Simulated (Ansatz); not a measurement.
# MgBe3S4, from a guessed structure to a relaxed one

Starting from a made-up structure for MgBe3S4, the aim is the relaxed cell, its shortest contacts and, where a second run follows, its electronic structure.

Method: DFT, PBE, plane-wave PAW, files of the set soft_1, scalar-relativistic, no spin, cell and ions relaxed at zero pressure; PAW set soft_1, in the first sound run; inputs show where later runs differ, in Ansatz 0.2.0.

## Step 1: Set-up

Symmetry: Pm, No. 6, monoclinic system. The conventional cell has a = 6.127 Å, b = 3.753 Å, c = 6.406 Å, α = 90.00°, β = 90.69°, γ = 90.00°. Nearest to S lie 3 Be at 2.23 to 2.26 Å and 1 Mg at 2.36 Å. Nearest to S lie 2 Be at 2.26 to 2.29 Å and 2 Mg at 2.32 Å. S has 4 Be at 2.18 to 2.33 Å nearest. Nearest to S lie 3 Be at 2.23 to 2.30 Å and 1 Mg at 2.35 Å. Nearest to Mg lie 4 S at 2.32 to 2.36 Å. Nearest to Be lie 4 S at 2.23 to 2.31 Å. Farther neighbours and most contacts between anions are not listed.

## Step 2: Relaxing cell and atoms

The guess takes its coordinates from another compound and its volume from a rule, so the cell and any free coordinates are relaxed together.

input.yaml

```yaml
crystal:
  lattice:
    - [6.127, 0.0, 0.0]
    - [0.0, 3.753, 0.0]
    - [-0.077144132, 0.0, 6.40553548]
  atoms:
    - { symbol: S, position: [0.6377, 0.0, 0.3196] }
    - { symbol: S, position: [0.6288, 0.5, 0.8357] }
    - { symbol: S, position: [0.1197, 0.5, 0.1575] }
    - { symbol: S, position: [0.1136, 0.0, 0.6638] }
    - { symbol: Mg, position: [0.4975, 0.0, 0.6612] }
    - { symbol: Be, position: [0.0012, 0.0, 0.3317] }
    - { symbol: Be, position: [0.9971, 0.5, 0.8369] }
    - { symbol: Be, position: [0.5005, 0.5, 0.1707] }
kpoints:
  mp_grid: { grid: [5, 7, 4] }
scf:
  occupations: { method: fermi_dirac, width: 0.05 }
hamiltonian:
  xc: pbe
  pseudopotentials: { kind: paw, azcp: { folder: soft_1 } }
relax:
  f_tol: 0.015
  max_steps: 70
  cell: {}
output:
  forces: true
  stress: true
```

On the command line:

```console
$ ansatz run input.yaml --threads 4 --pin off --max-ram 10240MiB --backend cpu --events-out ev --progress --plain --runs-dir out
```

Numbers of over 12 decimals in the logs are rounded to 6 here.

Output:

```text
Engine: ansatz 0.2.0, x86_64-unknown-linux-gnu
Pseudopotentials: kind: paw
Pseudopotential: S, paw, valence charge 6, recommended cutoff 420 eV (normal), soft_1/S.paw.azcp
Pseudopotential: Mg, paw, valence charge 10, recommended cutoff 420 eV (normal), soft_1/Mg.paw.azcp
Pseudopotential: Be, paw, valence charge 2, recommended cutoff 420 eV (normal), soft_1/Be.paw.azcp
Functional definition: PBE
  parameter kappa = 0.804
  parameter beta = 0.066725
  exchange = pbe_x(kappa = kappa, mu = beta*pi^2/3)
  correlation = pbe_c(beta = beta)
Crystal: 8 atoms, lattice volume = 147.293 Å³
Basis set: ecut = 420 eV, 2863 PW (Γ), exchange–correlation on 90×54×90 points (8 copies of the dense FFT grid, shifted against one another)
Bands: 28, of which v1, the nominal top of the filled ones, is band 20 counted from 1 (19 counted from 0)
Symmetry: 2 space group operations
Space group: Pm (ITA 6), of the structure as read, at distance tolerance 5.3e-5 Å
k-points: 44 of 140 (time reversal used)
Non-local potential: S, projectors of the file, l = 0: 2, l = 1: 2, l = 2: 1
Non-local potential: Mg, projectors of the file, l = 0: 3, l = 1: 2, l = 2: 1
Non-local potential: Be, projectors of the file, l = 0: 2, l = 1: 2, l = 2: 1
PAW form: soft (Blöchl's): semilocal exchange-correlation on the pseudo side does not see the compensation charge
PAW one-centre angular grid: S, 110 points (default); XC on 64 Gauss nodes
PAW one-centre angular grid: Mg, 110 points (default); XC on 64 Gauss nodes
PAW one-centre angular grid: Be, 110 points (default); XC on 64 Gauss nodes
Initial density: superposition of atomic densities (chi_scale 0.1, normalization cell, long waves kept (reshape's long-wave potential 0.12 eV rms))
Initial wavefunctions: pseudopotential atomic-orbital guess
Functional: x = pbe(κ = 0.804, μ = 0.219515), c = pbe(β = 0.066725)
SCF iter   1: F=—  HF=-5819.077792 eV  |F-HF|=—  |Δ(HF+E_count)|=         —  Δρ=4.12e-2  dr2=3.33e0  ethr=3.10e-3  ⟨swp⟩=9.7  Hψ=7742  notcnv=0
preconditioner: auto → Resta (q_TF=auto, 2.196 Å⁻¹)  ε∞=3.8  [insulator: Δε(μ)=3.737 eV  Ē_g=10.274 eV  σ=0.050 eV  W_gap=1.00  n_scr=26 (ndim 8)  ℏωp=17.3 eV  f_vac=0.000  D(μ)=0.00/eV (n_scr^D=0)  ε∞_Penn≈3.8]
SCF iter   2: F=—  HF=-5818.324995 eV  |F-HF|=—  |Δ(HF+E_count)|=   7.53e-1  Δρ=2.14e-2  dr2=8.33e-1  ethr=3.10e-3  ⟨swp⟩=3.0  Hψ=2818  notcnv=0  defer=143
SCF iter   3: F=—  HF=-5818.172537 eV  |F-HF|=—  |Δ(HF+E_count)|=   1.52e-1  Δρ=4.21e-3  dr2=4.61e-2  ethr=2.08e-3  ⟨swp⟩=3.3  Hψ=2001  notcnv=0  defer=142
SCF iter   4: F=—  HF=-5818.176527 eV  |F-HF|=—  |Δ(HF+E_count)|=   3.99e-3  Δρ=1.12e-3  dr2=2.23e-3  ethr=1.15e-4  ⟨swp⟩=2.8  Hψ=2093  notcnv=0  defer=128
SCF iter   5: F=—  HF=-5818.178843 eV  |F-HF|=—  |Δ(HF+E_count)|=   2.32e-3  Δρ=3.80e-4  dr2=2.55e-4  ethr=5.58e-6  ⟨swp⟩=2.4  Hψ=2012  notcnv=0  defer=127
SCF iter   6: F=—  HF=-5818.179166 eV  |F-HF|=—  |Δ(HF+E_count)|=   3.23e-4  Δρ=7.24e-5  dr2=7.63e-6  ethr=6.37e-7  ⟨swp⟩=2.0  Hψ=1972  notcnv=0  defer=127
SCF iter   7: F=—  HF=-5818.179155 eV  |F-HF|=—  |Δ(HF+E_count)|=   1.08e-5  Δρ=1.74e-5  dr2=6.04e-7  ethr=1.91e-8  ⟨swp⟩=2.0  Hψ=2055  notcnv=0  defer=127
SCF iter   8: F=-5818.179157 eV  HF=-5818.179157 eV  |F-HF|=1.32e-8  |Δ(HF+E_count)|=   1.46e-6  Δρ=4.00e-6  dr2=3.79e-8  ethr=2.50e-10  ⟨swp⟩=5.8  Hψ=4726  notcnv=0
SCF 1 converged in 8 iterations: F = -5818.179157 eV  dr2 = 3.79e-8
  greatest PAW one-centre occupation: 1.000 electrons in one spin orbital (limit 2), on the Mg atom at site 4 (counted from 0), in its partial waves of l = 0
relax step   1: F+E_penalty+E_count = -5818.17915695 eV  Δ(F+E_penalty+E_count) = +0.000e0 eV  max|allowed force component| = 1.707e0 eV/Å  Δτ_max = 0.0000 Å  P = -6.081 GPa  Ω = 147.293 Å³  (8 SCF iters, dr2 threshold 1.00e-7 eV, accepted)
Crystal: 8 atoms, lattice volume = 133.766 Å³
Basis set: ecut = 420 eV, 2613 PW (Γ), exchange–correlation on 90×54×90 points (8 copies of the dense FFT grid, shifted against one another)
Initial density: handed on by an earlier stage of this run
Initial wavefunctions: those handed on with the density
iter 1 solved again at ethr=4.97e-4 eV; its pass at ethr=3.10e-3 eV (dr2=1.99e-1 eV) is discarded
SCF iter   1: F=—  HF=-5818.977512 eV  |F-HF|=—  |Δ(HF+E_count)|=         —  Δρ=1.06e-2  dr2=2.02e-1  ethr=4.97e-4  ⟨swp⟩=1.2  Hψ=7687  notcnv=0
preconditioner: auto → Resta (q_TF=auto, 2.231 Å⁻¹)  ε∞=4.0  [insulator: Δε(μ)=3.804 eV  Ē_g=10.533 eV  σ=0.050 eV  W_gap=1.00  n_scr=22 (ndim 8)  ℏωp=18.2 eV  f_vac=0.000  D(μ)=0.00/eV (n_scr^D=0)  ε∞_Penn≈4.0]
SCF iter   2: F=—  HF=-5818.934845 eV  |F-HF|=—  |Δ(HF+E_count)|=   4.27e-2  Δρ=5.64e-3  dr2=5.20e-2  ethr=4.97e-4  ⟨swp⟩=2.3  Hψ=1723  notcnv=0
SCF iter   3: F=—  HF=-5818.925602 eV  |F-HF|=—  |Δ(HF+E_count)|=   9.24e-3  Δρ=8.72e-4  dr2=1.41e-3  ethr=1.30e-4  ⟨swp⟩=2.1  Hψ=2059  notcnv=0
SCF iter   4: F=—  HF=-5818.926111 eV  |F-HF|=—  |Δ(HF+E_count)|=   5.09e-4  Δρ=2.73e-4  dr2=1.64e-4  ethr=3.52e-6  ⟨swp⟩=2.1  Hψ=1825  notcnv=0
SCF iter   5: F=—  HF=-5818.926128 eV  |F-HF|=—  |Δ(HF+E_count)|=   1.72e-5  Δρ=8.33e-5  dr2=1.11e-5  ethr=4.10e-7  ⟨swp⟩=2.0  Hψ=1815  notcnv=0
SCF iter   6: F=—  HF=-5818.926150 eV  |F-HF|=—  |Δ(HF+E_count)|=   2.19e-5  Δρ=2.01e-5  dr2=8.46e-7  ethr=2.77e-8  ⟨swp⟩=2.0  Hψ=1932  notcnv=0
SCF iter   7: F=-5818.926151 eV  HF=-5818.926151 eV  |F-HF|=5.39e-8  |Δ(HF+E_count)|=   6.79e-7  Δρ=4.69e-6  dr2=4.42e-8  ethr=2.00e-9  ⟨swp⟩=5.0  Hψ=4366  notcnv=0
SCF 2 converged in 7 iterations: F = -5818.926151 eV  dr2 = 4.42e-8
relax step   2: F+E_penalty+E_count = -5818.92615104 eV  Δ(F+E_penalty+E_count) = -7.470e-1 eV  max|allowed force component| = 3.756e-1 eV/Å  Δτ_max = 0.1667 Å  P = -1.008 GPa  Ω = 133.766 Å³  energy of the carried Pulay correction = +9.398e-4 eV  (7 SCF iters, dr2 threshold 8.00e-7 eV, accepted)
Crystal: 8 atoms, lattice volume = 131.362 Å³
Basis set: ecut = 420 eV, 2565 PW (Γ), exchange–correlation on 90×54×90 points (8 copies of the dense FFT grid, shifted against one another)
iter 1 solved again at ethr=3.49e-5 eV; its pass at ethr=3.10e-3 eV (dr2=1.40e-2 eV) is discarded
SCF iter   1: F=—  HF=-5818.975881 eV  |F-HF|=—  |Δ(HF+E_count)|=         —  Δρ=3.27e-3  dr2=1.43e-2  ethr=3.49e-5  ⟨swp⟩=1.8  Hψ=8147  notcnv=0
preconditioner: auto → Resta (q_TF=auto, 2.238 Å⁻¹)  ε∞=4.0  [insulator: Δε(μ)=3.757 eV  Ē_g=10.609 eV  σ=0.050 eV  W_gap=1.00  n_scr=22 (ndim 8)  ℏωp=18.3 eV  f_vac=0.000  D(μ)=0.00/eV (n_scr^D=0)  ε∞_Penn≈4.0]
SCF iter   2: F=—  HF=-5818.973323 eV  |F-HF|=—  |Δ(HF+E_count)|=   2.56e-3  Δρ=1.80e-3  dr2=4.22e-3  ethr=3.49e-5  ⟨swp⟩=1.0  Hψ=1232  notcnv=0
SCF iter   3: F=—  HF=-5818.972842 eV  |F-HF|=—  |Δ(HF+E_count)|=   4.81e-4  Δρ=2.66e-4  dr2=1.14e-4  ethr=1.06e-5  ⟨swp⟩=2.4  Hψ=1788  notcnv=0
SCF iter   4: F=—  HF=-5818.972866 eV  |F-HF|=—  |Δ(HF+E_count)|=   2.40e-5  Δρ=9.19e-5  dr2=1.93e-5  ethr=2.84e-7  ⟨swp⟩=2.0  Hψ=1928  notcnv=0
SCF iter   5: F=—  HF=-5818.972866 eV  |F-HF|=—  |Δ(HF+E_count)|=   2.58e-7  Δρ=2.48e-5  dr2=1.10e-6  ethr=4.82e-8  ⟨swp⟩=2.0  Hψ=1745  notcnv=0
SCF iter   6: F=-5818.972867 eV  HF=-5818.972867 eV  |F-HF|=3.90e-9  |Δ(HF+E_count)|=   1.21e-6  Δρ=8.10e-6  dr2=1.28e-7  ethr=2.00e-9  ⟨swp⟩=5.0  Hψ=4406  notcnv=0
SCF 3 converged in 6 iterations: F = -5818.972867 eV  dr2 = 1.28e-7
relax step   3: F+E_penalty+E_count = -5818.97286716 eV  Δ(F+E_penalty+E_count) = -4.672e-2 eV  max|allowed force component| = 1.644e-1 eV/Å  Δτ_max = 0.0499 Å  P = +0.389 GPa  Ω = 131.362 Å³  energy of the carried Pulay correction = +1.116e-3 eV  (6 SCF iters, dr2 threshold 8.00e-7 eV, accepted)
Crystal: 8 atoms, lattice volume = 132.088 Å³
Basis set: ecut = 420 eV, 2581 PW (Γ), exchange–correlation on 90×54×90 points (8 copies of the dense FFT grid, shifted against one another)
iter 1 solved again at ethr=1.04e-5 eV; its pass at ethr=3.10e-3 eV (dr2=4.17e-3 eV) is discarded
SCF iter   1: F=—  HF=-5818.980703 eV  |F-HF|=—  |Δ(HF+E_count)|=         —  Δρ=1.92e-3  dr2=4.45e-3  ethr=1.04e-5  ⟨swp⟩=2.4  Hψ=7911  notcnv=0
preconditioner: auto → Resta (q_TF=auto, 2.236 Å⁻¹)  ε∞=4.0  [insulator: Δε(μ)=3.748 eV  Ē_g=10.591 eV  σ=0.050 eV  W_gap=1.00  n_scr=22 (ndim 8)  ℏωp=18.3 eV  f_vac=0.001  D(μ)=0.00/eV (n_scr^D=0)  ε∞_Penn≈4.0]
SCF iter   2: F=—  HF=-5818.979895 eV  |F-HF|=—  |Δ(HF+E_count)|=   8.08e-4  Δρ=1.02e-3  dr2=1.14e-3  ethr=1.04e-5  ⟨swp⟩=1.2  Hψ=1318  notcnv=0
SCF iter   3: F=—  HF=-5818.979815 eV  |F-HF|=—  |Δ(HF+E_count)|=   8.03e-5  Δρ=1.51e-4  dr2=4.55e-5  ethr=2.84e-6  ⟨swp⟩=2.8  Hψ=1935  notcnv=0
SCF iter   4: F=—  HF=-5818.979847 eV  |F-HF|=—  |Δ(HF+E_count)|=   3.19e-5  Δρ=6.57e-5  dr2=8.93e-6  ethr=1.14e-7  ⟨swp⟩=2.1  Hψ=2016  notcnv=0
SCF iter   5: F=-5818.979845 eV  HF=-5818.979845 eV  |F-HF|=1.86e-7  |Δ(HF+E_count)|=   1.61e-6  Δρ=1.52e-5  dr2=4.51e-7  ethr=2.00e-9  ⟨swp⟩=4.0  Hψ=5442  notcnv=0
SCF 4 converged in 5 iterations: F = -5818.979845 eV  dr2 = 4.51e-7
relax step   4: F+E_penalty+E_count = -5818.97984541 eV  Δ(F+E_penalty+E_count) = -6.978e-3 eV  max|allowed force component| = 6.173e-2 eV/Å  Δτ_max = 0.0280 Å  P = -0.060 GPa  Ω = 132.088 Å³  energy of the carried Pulay correction = +1.063e-3 eV  (5 SCF iters, dr2 threshold 8.00e-7 eV, accepted)
Crystal: 8 atoms, lattice volume = 131.980 Å³
Basis set: ecut = 420 eV, 2585 PW (Γ), exchange–correlation on 90×54×90 points (8 copies of the dense FFT grid, shifted against one another)
iter 1 solved again at ethr=7.85e-7 eV; its pass at ethr=3.10e-3 eV (dr2=3.14e-4 eV) is discarded
SCF iter   1: F=—  HF=-5818.980398 eV  |F-HF|=—  |Δ(HF+E_count)|=         —  Δρ=5.94e-4  dr2=3.47e-4  ethr=7.85e-7  ⟨swp⟩=3.1  Hψ=7179  notcnv=0
preconditioner: auto → Resta (q_TF=auto, 2.236 Å⁻¹)  ε∞=4.0  [insulator: Δε(μ)=3.767 eV  Ē_g=10.595 eV  σ=0.050 eV  W_gap=1.00  n_scr=22 (ndim 8)  ℏωp=18.3 eV  f_vac=0.000  D(μ)=0.00/eV (n_scr^D=0)  ε∞_Penn≈4.0]
SCF iter   2: F=—  HF=-5818.980353 eV  |F-HF|=—  |Δ(HF+E_count)|=   4.47e-5  Δρ=3.04e-4  dr2=7.52e-5  ethr=7.85e-7  ⟨swp⟩=2.0  Hψ=2068  notcnv=0
SCF iter   3: F=—  HF=-5818.980383 eV  |F-HF|=—  |Δ(HF+E_count)|=   2.99e-5  Δρ=4.01e-5  dr2=2.08e-6  ethr=1.88e-7  ⟨swp⟩=2.4  Hψ=2078  notcnv=0
SCF iter   4: F=-5818.980384 eV  HF=-5818.980384 eV  |F-HF|=3.66e-8  |Δ(HF+E_count)|=   1.29e-6  Δρ=9.56e-6  dr2=2.29e-7  ethr=5.95e-10  ⟨swp⟩=5.5  Hψ=4768  notcnv=0
SCF 5 converged in 4 iterations: F = -5818.980384 eV  dr2 = 2.29e-7
relax step   5: F+E_penalty+E_count = -5818.98038406 eV  Δ(F+E_penalty+E_count) = -5.386e-4 eV  max|allowed force component| = 8.647e-3 eV/Å  Δτ_max = 0.0085 Å  P = +0.008 GPa  Ω = 131.980 Å³  energy of the carried Pulay correction = +1.071e-3 eV  (4 SCF iters, dr2 threshold 2.38e-7 eV, accepted)
Basis set: ecut = 420 eV, 2585 PW (Γ), exchange–correlation on 80×48×90 points (8 copies of the dense FFT grid, shifted against one another)
Initial wavefunctions: pseudopotential atomic-orbital guess (no wavefunctions were taken with the density)
iter 1 solved again at ethr=3.55e-6 eV; its pass at ethr=3.10e-3 eV (dr2=1.42e-3 eV) is discarded
SCF iter   1: F=—  HF=-5818.979357 eV  |F-HF|=—  |Δ(HF+E_count)|=         —  Δρ=4.78e-5  dr2=6.01e-7  ethr=3.55e-6  ⟨swp⟩=3.2  Hψ=10728  notcnv=0
eigensolver tolerance schedule: the retry pair's looser diagonalisation over-reported the residual by 2357.54 of it (diagonalisation noise at an unbounded share of the residual, at the tolerance the schedule requests for it); recorded, not acted on — ethr = c·dr2/N_el stays at c = 1.0e-1
preconditioner: auto → Resta (q_TF=auto, 2.236 Å⁻¹)  ε∞=4.0  [insulator: Δε(μ)=3.766 eV  Ē_g=10.595 eV  σ=0.050 eV  W_gap=1.00  n_scr=22 (ndim 8)  ℏωp=18.3 eV  f_vac=0.000  D(μ)=0.00/eV (n_scr^D=0)  ε∞_Penn≈4.0]
SCF iter   2: F=—  HF=-5818.979490 eV  |F-HF|=—  |Δ(HF+E_count)|=   1.32e-4  Δρ=2.57e-5  dr2=1.85e-7  ethr=1.50e-9  ⟨swp⟩=3.1  Hψ=2679  notcnv=0
SCF iter   3: F=—  HF=-5818.979491 eV  |F-HF|=—  |Δ(HF+E_count)|=   9.25e-7  Δρ=5.02e-6  dr2=2.38e-8  ethr=4.62e-10  ⟨swp⟩=2.0  Hψ=2068  notcnv=0
SCF iter   4: F=—  HF=-5818.979491 eV  |F-HF|=—  |Δ(HF+E_count)|=   3.94e-8  Δρ=1.33e-6  dr2=3.87e-9  ethr=5.94e-11  ⟨swp⟩=2.0  Hψ=1756  notcnv=0
SCF iter   5: F=—  HF=-5818.979491 eV  |F-HF|=—  |Δ(HF+E_count)|=   2.54e-9  Δρ=5.12e-7  dr2=2.18e-10  ethr=9.68e-12  ⟨swp⟩=2.0  Hψ=1863  notcnv=0
SCF iter   6: F=-5818.979491 eV  HF=-5818.979491 eV  |F-HF|=9.09e-13  |Δ(HF+E_count)|=  3.92e-10  Δρ=4.94e-8  dr2=3.43e-12  ethr=1.00e-12  ⟨swp⟩=5.0  Hψ=4693  notcnv=0
SCF 6 converged in 6 iterations: F = -5818.979491 eV  dr2 = 3.43e-12
relax step   6: F+E_penalty+E_count = -5818.97949063 eV  Δ(F+E_penalty+E_count) = +8.934e-4 eV  max|allowed force component| = 8.636e-3 eV/Å  Δτ_max = 0.0000 Å  P = +0.005 GPa  Ω = 131.980 Å³  stress off target by 3.07e-2 GPa  SCF on the basis re-selected at this cell (its energy is not comparable with the rows above)  (6 SCF iters)
basis re-selected at this cell: Δ(F+E_penalty+E_count) = +8.934e-4 eV, ΔP = -0.003 GPa vs the last step (what re-selecting the basis moved, of the pressure what is left beyond the Pulay correction that the steps carried, after the strain that the cell walked since its last selection, with what the two solves' SCF thresholds leave and, on support functions, any second-order correction that the steps lacked; it is no measure of the basis error at this ecutwfc). The dense FFT grid was sized anew with the basis: this SCF ran on 40×24×45 points, the steps before it on 45×27×45, so part of this shift can come from that change (see relax.cell in the input reference). [rest of the remark cut]
SCF converged after 6 iterations
Free energy (F): -5818.979491 eV
Harris-Foulkes:  -5818.979491 eV  (|F-HF|=9.09e-13)
Internal energy: -5818.979491 eV  (E = F + TS)
E sigma→0 (E₀):  -5818.979491 eV
Fermi energy:    6.662370 eV
--- Per-component energies (eV) ---
  E_band       = -359.565092
  E_kinetic    = 556.174294
  E_local      = -2471.436430  (includes V_loc(G=0)·N_el)
  E_nonlocal   = 342.945120
  E_hartree    = 863.377616
  E_xc         = -444.718942
  E_vxc        = -428.847196  (∫ρ·V_xc dr)
  E_paw        = -2910.936251  (= ΣΔE_a)
  E_vpaw       = -85.155930  (= ΣTr[D̂ρ^β])
  E_aug_tail   = -0.000161  (compensation charges beyond the density's cutoff)
  E_ewald      = -1754.384737
  E_smearing   = -0.000000  (= −TS)
  E_closure    = 0.000000  (closes the sum)
  Σ components = -5818.979491   (vs F -5818.979491, Δ=0.00e0)
--- Forces (eV/Å), atoms counted from 1 ---
  atom   1  S      0.00226572    -0.00000000     0.00111875
  atom   2  S      0.00173649     0.00000000    -0.00692515
  atom   3  S     -0.00261815    -0.00000000    -0.00007530
  atom   4  S     -0.00546004     0.00000000    -0.00158167
  atom   5  Mg    -0.00003303     0.00000000    -0.00076784
  atom   6  Be    -0.00417454     0.00000000    -0.00651947
  atom   7  Be    -0.00034929     0.00000000     0.00820552
  atom   8  Be     0.00863591     0.00000000     0.00654363
  max |Σ_I F_I| component: 3.08e-6 eV/Å
--- Stress (GPa, compression-positive) ---
       -0.010148       0.000000      -0.003954
        0.000000      -0.004749       0.000000
       -0.003949       0.000000       0.030327
  P = ⅓ Tr σ = 0.0051 GPa (0.051 kbar)
--- Relaxed structure (5 steps of the walk, 5 accepted, 1 SCFs on fresh bases) ---
  F+E_penalty+E_count = -5818.97949063 eV   max|allowed force component| = 8.636e-3 eV/Å   (the final SCF, on the basis selected at the relaxed cell)
  cell:  # Å, volume = 131.9805 Å³
    - [5.886443, -8.252695569733883e-18, 0.037167]
    - [-5.055062261010489e-18, 3.559991, 1.3948378839671033e-17]
    - [-0.035259, 2.3910685834352705e-17, 6.297851]
  atoms:
    - { symbol: S, position: [0.636521, 5.791045766371717e-18, 0.304319] }
    - { symbol: S, position: [0.643231, 0.500000, 0.864775] }
    - { symbol: S, position: [0.133628, 0.500000, 0.163745] }
    - { symbol: S, position: [0.087109, 1.4398093806270377e-18, 0.660001] }
    - { symbol: Mg, position: [0.496990, 2.5820958867891416e-19, 0.660519] }
    - { symbol: Be, position: [-0.000567455, 3.811623428241711e-18, 0.321642] }
    - { symbol: Be, position: [0.995721, 0.500000, 0.837813] }
    - { symbol: Be, position: [0.503468, 0.500000, 0.164286] }
```

Run time: 7.1 s. Hardware: 4 threads of AMD EPYC 9B45 (Zen 5), shared host; peak memory 0.52 GiB.

The steps of the relaxation:

| step | energy less that of the first step (eV) | largest force component (eV/Å) | pressure (GPa) | volume (Å³) |
| --- | --- | --- | --- | --- |
| 1 | 0.0000 | 1.7067 | -6.08 | 147.29 |
| 2 | -0.7470 | 0.3756 | -1.01 | 133.77 |
| 3 | -0.7937 | 0.1644 | 0.39 | 131.36 |
| 4 | -0.8007 | 0.0617 | -0.06 | 132.09 |
| 5 | -0.8012 | 0.0086 | 0.01 | 131.98 |
| 6* | -0.8003 | 0.0086 | 0.01 | 131.98 |

Relaxation steps marked * repeat the geometry before them on a plane-wave basis chosen anew for their cell, so energy and pressure can jump there.

Forces are held to the 2 operations that the run works with; a distortion that breaks them can't arise in this run.

| cell as run | before | after | change |
| --- | --- | --- | --- |
| a (Å) | 6.127 | 5.887 | -3.9 % |
| b (Å) | 3.753 | 3.560 | -5.1 % |
| c (Å) | 6.406 | 6.298 | -1.7 % |
| β (°) | 90.69 | 89.96 | -0.8 % |
| volume (Å³/atom) | 18.41 | 16.50 | -10.4 % |

The atoms that moved most (Å, as changes of fractional coordinates times the final cell):

| atom | dx | dy | dz | length |
| --- | --- | --- | --- | --- |
| S2 | 0.084 | 0.000 | 0.184 | 0.202 |
| S4 | -0.156 | 0.000 | -0.025 | 0.158 |
| S1 | -0.006 | 0.000 | -0.096 | 0.096 |
| S3 | 0.082 | 0.000 | 0.040 | 0.091 |
| Be6 | -0.010 | 0.000 | -0.063 | 0.064 |
| Be8 | 0.018 | 0.000 | -0.040 | 0.044 |
| Be7 | -0.008 | 0.000 | 0.006 | 0.010 |
| Mg5 | -0.003 | 0.000 | -0.004 | 0.005 |

This step gave:

```yaml
free_energy: -5818.9795 eV
fermi_energy: 6.662 eV
gap_by_band_count: 3.766 eV
electrons: 40
symmetry_operations: 2
pressure: 0.005143 GPa
```

The shortest distance of each pair, which need not be the same contact before and after:

| pair | guess (Å) | relaxed (Å) |
| --- | --- | --- |
| Be–S | 2.178 | 2.057 |
| Mg–S | 2.323 | 2.359 |
| S–S | 3.623 | 3.291 |
| Be–Be | 3.683 | 3.529 |
| Mg–Mg | 3.753 | 3.560 |

The relaxation ends with a largest force component of 0.0086 eV/Å and a pressure of 0.01 GPa.

(Continued in part 2 of 2.)

[Logs are printed without paths, hosts, clocks, repeated set-up lines and the standing remarks that a program may print on its own settings, such as how far it seeks lower states.]

[Hosts, paths, dates, database ids (printed as entryN), source tags and the programs' standing remarks are cut or masked in the printed files.]
